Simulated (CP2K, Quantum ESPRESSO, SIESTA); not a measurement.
# What the Σ9 (221)[1-10] symmetric tilt boundary in Al costs, by program

Aim: the energy per area of the Σ9 (221)[1-10] symmetric tilt boundary in Al, from a cell with two boundaries and the bulk cell.

Numbers are calculated unless marked as measured.

## (1) Set-up

The cell holds 64 atoms (64 Al); each boundary has 48.96 Å², and the misorientation about the tilt axis is 141.1° (38.9° counted from the other symmetry-equivalent direction). Recipe: Two grains of Al, one the mirror image of the other in the boundary plane, two boundaries a cell; of 6 trial joints (lateral shifts, openings, close atoms taken out) the lowest after a short relaxation with the MACE-MP-0b2 potential was kept (shift [0.5, 0.5] of the surface cell, opening 1.00 Å, one of each pair under 2.00 Å removed), then its atoms and the cell's length along the normal were relaxed with that potential. Lattice constants are starting values near those of PBE. Then atoms were relaxed with Quantum ESPRESSO, PBE on a coarser mesh. That run stopped short of its end. The bulk cell holds 4 atoms.

## (2) One input

Quantum ESPRESSO 7.5: Kohn-Sham DFT, PBE, GBRV 1.5 ultrasoft pseudopotentials, plane waves. Its pw.in for the relaxed cell:

```
&control
  calculation = 'scf'
  pseudo_dir = './pseudo'
  outdir = './tmp'
  disk_io = 'none'
  tprnfor = .true.
  tstress = .true.
/
&system
  ibrav = 0
  nat = 64
  ntyp = 1
  ecutwfc = 45
  ecutrho = 270
  occupations = 'smearing'
  smearing = 'fd'
  degauss = 0.007350
/
&electrons
  conv_thr = 1.3e-08
  electron_maxstep = 100
  mixing_beta = 0.3
  mixing_mode = 'plain'
  diagonalization = 'david'
/
ATOMIC_SPECIES
Al 26.982 Al.upf
CELL_PARAMETERS angstrom
5.71342 -0.00000 0.00000
-0.00000 8.57013 0.00000
0.00000 0.00000 22.20475
ATOMIC_POSITIONS crystal
Al 0.00000 0.55948 0.00412
Al 0.25000 0.82456 0.03138
Al 0.00000 0.11684 0.05700
Al 0.25000 0.38801 0.08791
[... 58 atom lines left out ...]
Al 0.75000 0.95324 0.53144
Al 0.00000 0.21835 0.50412
K_POINTS automatic
4 2 1 0 0 0
```

Wall time 5.8 min (8 MPI ranks of Arm Neoverse V1, shared host); peak memory 3.9 GiB.

## (3) The levels

| level | basis or training data | k-meshes | runs finished | CPU time | peak memory (GiB) |
| --- | --- | --- | --- | --- | --- |
| QE, PBE (reference) | plane waves, GBRV 1.5 ultrasoft, 45/270 Ry | 4×2×1 and 8×8×8 | 2 of 2 | 47 min | 3.9 |
| CP2K TZV2P, PBE | TZV2P-UZH, GTH-PBE potentials, 350 Ry | 4×2×1 and 8×8×8 | 2 of 2 | 50 min | 17 |
| SIESTA DZP, PBE | DZP orbitals, shift 0.01 Ry, mesh 400 Ry | 4×2×1 and 8×8×8 | 2 of 2 | 23 min | 2.9 |

CPU times are sums over a level's finished runs on a shared host, and rough.

## (4) Boundary energy

γ = (E_cell − n E_bulk) / 2A, with n = 16 bulk cells and two boundaries; each level uses its own energies.

```
          level  E_cell − n E_bulk (eV)  γ (mJ/m²)  bulk pressure (GPa)  stress along the normal (GPa)  longest force (eV/Å)
        QE, PBE                   2.405        394                  0.3                            0.4                  0.16
CP2K TZV2P, PBE                   2.527        413                  0.1                            0.1                  0.16
SIESTA DZP, PBE                   2.379        389                  0.1                            0.3                  0.15
```

Stress is positive in compression.

Worked for the reference: -5839.066 − 16 × (-365.0920) = 2.405 eV; over 2 × 48.96 Å² that is 24.6 meV/Å², or 394 mJ/m².

## (5) What came out

The reference puts the boundary energy at 394 mJ/m²; CP2K TZV2P, PBE gives 413 and SIESTA DZP, PBE gives 389. An error of 1 meV an atom in the bulk energy would move it by 10 mJ/m². The cell is longer than the bulk it holds by 0.33 Å a boundary. Counting neighbours within 3.43 Å, where a bulk atom has 12, 32 atoms have fewer and 0 more. The reference's relaxation moved atoms by up to 0.05 Å from the learned potential's structure and stopped short of its end.

**Limits.** The joint was picked among a few trials with a learned potential, so a cheaper structure may exist. The length of the cell along the normal is that of the learned potential and the lattice constant is typed, so strain energy enters γ. The two boundaries of a cell lie only half its length apart. Cell and bulk are sampled on meshes that don't match, and an error in the bulk energy is multiplied by n. The other levels use the reference's geometry. SIESTA's automatically made basis is far from complete. The DFT runs use Fermi–Dirac occupations of width 0.1 eV, and energies are free energies.

[Logs are printed without paths, hosts, clocks, repeated set-up lines and the standing remarks that a program may print on its own settings, such as how far it seeks lower states.]

[Hosts, paths, dates, database ids (printed as entryN), source tags and the programs' standing remarks are cut or masked in the printed files.]
